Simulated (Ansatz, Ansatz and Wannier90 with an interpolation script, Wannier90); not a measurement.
An input for Ansatz 0.2.0 (PtSe2 (1T monolayer)):

```yaml
crystal:
  lattice:
    - [3.7030638204, 0.0, 0.0]
    - [-1.8515319102, 3.2069473403, 0.0]
    - [0.0, 0.0, 28.4]
  atoms:
    - { symbol: Pt, position: [0.0, 0.0, 0.5] }
    - { symbol: Se, position: [0.3333333333, 0.6666666667, 0.5455047989] }
    - { symbol: Se, position: [0.6666666667, 0.3333333333, 0.4544952011] }
  periodic: [true, true, false]
kpoints:
  mp_grid: { grid: [12, 12, 1] }
hamiltonian:
  xc: pbesol
scf:
  occupations: { method: fixed }
gw:
  n_empty_bands: 547
  ecut_chi: 80.0
  qp_bands: [v9, c2]
  screening: { model: contour_deformation }
```

```sh
ansatz run input.yaml --threads 12 --pin off --max-ram 22118MiB --backend cpu --events-out ev --progress --plain --runs-dir out
```

Question: Estimate wall time and host memory on 12 threads of Arm Neoverse V2, shared host.

It took 30 min; on shared hardware allow 15 min to 60 min. Peak host memory was 8.9 GiB. The sizes that set the cost: 6635 plane waves a state, 19 irreducible k points, 572 bands summed, 551 plane waves in the screening and 6 SCF cycles.

The screening grows as filled bands × empty bands × pairs of k points, times the square of the screening basis for the matrix.

[Paths, hosts, dates, memory and timing lines, banners, echoed tables and standing remarks are left out of the program output.]

[Logs are printed without paths, hosts, clocks, repeated set-up lines and the standing remarks that a program may print on its own settings, such as how far it seeks lower states.]

[Runs of the session that timed out or met a known fault of the program may be left out.]

[Hosts, paths, dates, database ids (printed as entryN), source tags and the programs' standing remarks are cut or masked in the printed files.]
